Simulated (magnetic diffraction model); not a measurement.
## PrSi2PdRh: what an assumed order does to the neutron pattern

Space group I-4m2 (no. 119), a = 4.2070 Å, c = 10.1020 Å.

```
site  atom    x    y       z
  2a    Pr    0    0       0
  2c    Pd    0  1/2     1/4
  2d    Rh  1/2    0     1/4
  4e    Si    0    0  0.3679
```

This is a made-up structure (elements placed in a structure type, unrelaxed), so the numbers test the method and describe no known phase.

Only Pr is taken to order (form factors of Pr3+); orders and moment sizes are assumed, and not adapted to the symmetry. Radiation: neutrons of λ = 1.8 Å, 1.5° to 75°; isotropic B of 0.46 Å² (Pr), 0.41 Å² (Pd), 0.45 Å² (Rh) and 0.64 Å² (Si). The intensities are simulated: I ∝ L Σ (|F_N|² + |F_M⊥|²) for unpolarised neutrons, with F_M = 2.695 fm/μB × Σ f(s) S exp(2πi Q·r) exp(−B s²) at Q = H ± k (one set where k and −k are equivalent), only the part normal to Q counting and L = 1/(sin²θ cos θ). For a modulated order the moment at position r is S exp(−2πi k·r) + c.c., with S = m/2 for a sine wave of amplitude m and S = m(u + iv)/2 for moments turning in a plane, u and v being orthogonal unit vectors in it; the phase factor of the sum at Q = H + k is then exp(2πi H·r). Form factors are spin-only for 3d ions and dipole or tabulated for f ions, scattering lengths are Sears's of 1992, and absorption is left out. A label names one of the reflections at its angle. The strongest nuclear line in the range is 100, and lines under 0.2 are left out.

Assume the order k = (0 0 1/3), a sine wave with moments along [001] (amplitudes given), 2.7 μB on Pr.

Predict the pattern, nuclear and magnetic parts apart.

```tsv
2θ (°)	index	nuclear	magnetic
20.53	(0 0 2)	24.5	0.0
25.66	(1 0 2/3)	0.0	11.2
26.80	(1 0 1)	0.9	0.0
28.33	(1 0 4/3)	0.0	7.4
35.22	(1 1 0)	0.3	0.0
35.40	(1 1 1/3)	0.0	5.9
37.29	(1 0 8/3)	0.0	2.4
39.39	(1 1 5/3)	0.0	3.8
40.04	(1 0 3)	53.2	0.0
41.11	(1 1 2)	100.0	0.0
41.75	(0 0 4)	6.8	0.0
42.94	(1 0 10/3)	0.0	1.3
43.07	(1 1 7/3)	0.0	2.6
50.66	(2 0 0)	84.8	0.0
50.79	(2 0 1/3)	0.0	2.6
52.88	(1 1 11/3)	0.0	1.1
53.86	(2 0 5/3)	0.0	2.0
55.22	(2 0 2)	15.3	0.0
55.74	(1 1 4)	55.6	0.0
55.75	(1 0 14/3)	0.0	0.4
56.81	(2 0 7/3)	0.0	1.6
57.64	(2 1 2/3)	0.0	3.8
58.23	(2 1 1)	0.4	0.0
58.74	(1 1 13/3)	0.0	0.7
59.06	(2 1 4/3)	0.0	3.4
59.23	(1 0 5)	17.2	0.0
62.81	(1 0 16/3)	0.0	0.3
64.57	(2 1 8/3)	0.0	2.3
64.63	(0 0 6)	1.2	0.0
65.14	(2 0 11/3)	0.0	0.9
66.45	(2 1 3)	43.7	0.0
67.67	(2 0 4)	12.2	0.0
68.53	(2 1 10/3)	0.0	1.8
70.38	(2 0 13/3)	0.0	0.6
72.11	(1 1 17/3)	0.0	0.3
74.47	(2 2 0)	45.5	0.0
74.58	(2 2 1/3)	0.0	1.0
```

The strongest magnetic line in the range is (1 0 2/3) at 25.66° (11.2). On top of the Lorentz factor, which all lines share, magnetic lines fade with angle because f falls: for Pr3+ it is 0.97, 0.88, 0.76 and 0.50 at sin θ/λ = 0.1, 0.2, 0.3 and 0.5 Å⁻¹, while nuclear lengths stay constant. The order has no net moment.

[Logs are printed without paths, hosts, clocks, repeated set-up lines and the standing remarks that a program may print on its own settings, such as how far it seeks lower states.]
